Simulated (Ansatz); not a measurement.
# Gap against volume in AlN/GaN superlattice along [0001] (80 atoms)

The cell holds 80 atoms: 32 Al, 40 N and 8 Ga. Its edges and angles: a = 6.202 Å, b = 6.202 Å, c = 24.926 Å, α = 90.0°, β = 90.0°, γ = 120.0°. It derives from AlN and GaN. The starting structure: Wurtzite lattice with in-plane constant 3.112 Å; 4 periods of AlN and 1 of GaN along [0001], 2 x 2 in-plane cells; the two parts stretched along z by 1.0 and 1.0536; no plane holds both Al and Ga; every coordinate displaced by a Gaussian of 0.02 Å. Regions: AlN, 64 atoms (32 Al and 32 N); GaN, 16 atoms (8 Ga and 8 N).

Calculated with Ansatz 0.2.0: Kohn-Sham DFT, LDA, PAW (set soft_1), plane waves; cutoff 420 eV, k-mesh 3×3×1, fermi-dirac smearing of 0.05 eV. The relaxed cell was scaled evenly and the atoms were relaxed at each volume. The gap is that between the highest filled and the lowest empty Kohn-Sham level on the run's k-points.

| volume (Å³/atom) | gap (eV) |
| --- | --- |
| 9.3423 | 3.844 |
| 9.7575 | 3.617 |
| 10.069 | 3.436 |
| 10.380 | 3.231 |
| 10.692 | ? |
| 11.003 | 2.862 |

**Question.** Fit a straight line in ln V to the rows given and interpolate to the withheld row.

Worked fit:

A volume deformation potential makes the spacing linear in u = ln(V/V0), with V0 = 10.380 Å³ the relaxed volume; v is the spacing.

```
u = ln(V/V0)  v (eV)
   -0.105360  3.8443
  -0.0618757  3.6167
  -0.0304598  3.4362
           0  3.2306
   0.0582694  2.8617
```

With n = 5: mean u = -0.0278852, mean v = 3.3979, Σ(u − ū)² = 0.015365, Σ(u − ū)(v − v̄) = -0.092982. Slope b = -0.092982 / 0.015365 = -6.0517; intercept a = v̄ − b ū = 3.2291.

At the withheld volume u = 0.02956, and v = a + b u.

Prediction at 10.692: 3.050 eV. The run gave 3.031 eV, so the fit is high by 0.019 eV (0.62 % of the value).

The slope, -6.05 eV, says that the spacing narrows on expansion. Among the rows given, the largest miss of the fit is at 10.069, by 0.023 eV (2.3 % of the range of the table).

Limits: The table spans 16 % in volume, wide for a linear law. Local or semilocal functionals tend to put gaps under measured ones. The mesh needn't hold the band edges.

[Logs are printed without paths, hosts, clocks, repeated set-up lines and the standing remarks that a program may print on its own settings, such as how far it seeks lower states.]

[Hosts, paths, dates, database ids (printed as entryN), source tags and the programs' standing remarks are cut or masked in the printed files.]
